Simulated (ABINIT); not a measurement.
An input for ABINIT 10.8.3 (MgH2 (P4_2/mnm)):

```
acell 3*1.0 Angstrom
rprim 
  4.516800000000 0.000000000000 0.000000000000
  0.000000000000 4.516800000000 0.000000000000
  0.000000000000 0.000000000000 3.020500000000
ntypat 2
znucl 12 1
natom 6
typat 1 1 2 2 2 2
xred 
  0.000000000000 0.000000000000 0.000000000000
  0.500000000000 0.500000000000 0.500000000000
  0.306000000000 0.306000000000 0.000000000000
  0.194000000000 0.806000000000 0.500000000000
  0.694000000000 0.694000000000 0.000000000000
  0.806000000000 0.194000000000 0.500000000000
pp_dirpath "pseudos"
pseudos "Mg.upf, H.upf"
ecut 38
ngkpt 6 6 8
nshiftk 1
shiftk 0.11 0.21 0.31
kptopt 3
chksymbreak 0
istwfk *1
occopt 1
irdwfk 1
optdriver 99
bs_calctype 1
mbpt_sciss 1.973 eV
bs_loband 9
nband 18
bs_exchange_term 1
bs_coulomb_term 21
bs_coupling 0
bs_algorithm 2
bs_freq_mesh 0 13 0.1 eV
zcut 0.15 eV
ecuteps 3
ecutwfn 19
inclvkb 2
mdf_epsinf 3.98
irdden 1
bs_haydock_niter 300
bs_haydock_tol -0.02 0
indata_prefix "in"
outdata_prefix "out"
tmpdata_prefix "tmp"
```

```sh
OMP_NUM_THREADS=1 mpirun -n 8 abinit run.abi > log
```

Question: How long will it take on 8 MPI ranks of Arm Neoverse N1, shared host, and how much memory?

It took 20 min; on shared hardware allow 10 min to 40 min. Peak host memory was 7.2 GiB.

The kernel grows as the square of the matrix size, and full diagonalisation as its cube.

[Paths, hosts, dates, memory and timing lines, banners, echoed tables and standing remarks are left out of the program output.]

[Logs are printed without paths, hosts, clocks, repeated set-up lines and the standing remarks that a program may print on its own settings, such as how far it seeks lower states.]

[Runs of the session that timed out or met a known fault of the program may be left out.]

[Hosts, paths, dates, database ids (printed as entryN), source tags and the programs' standing remarks are cut or masked in the printed files.]

[G0W0 gaps are taken among the corrected bands and points alone; a level outside them can change the order at an edge.]

[Where Ansatz stands beside ABINIT at settings called matched, ABINIT's density can come from a denser mesh and the files from another edition; pairs whose starting gaps differed by over 0.03 eV were left out, so agreement reads better than it is.]
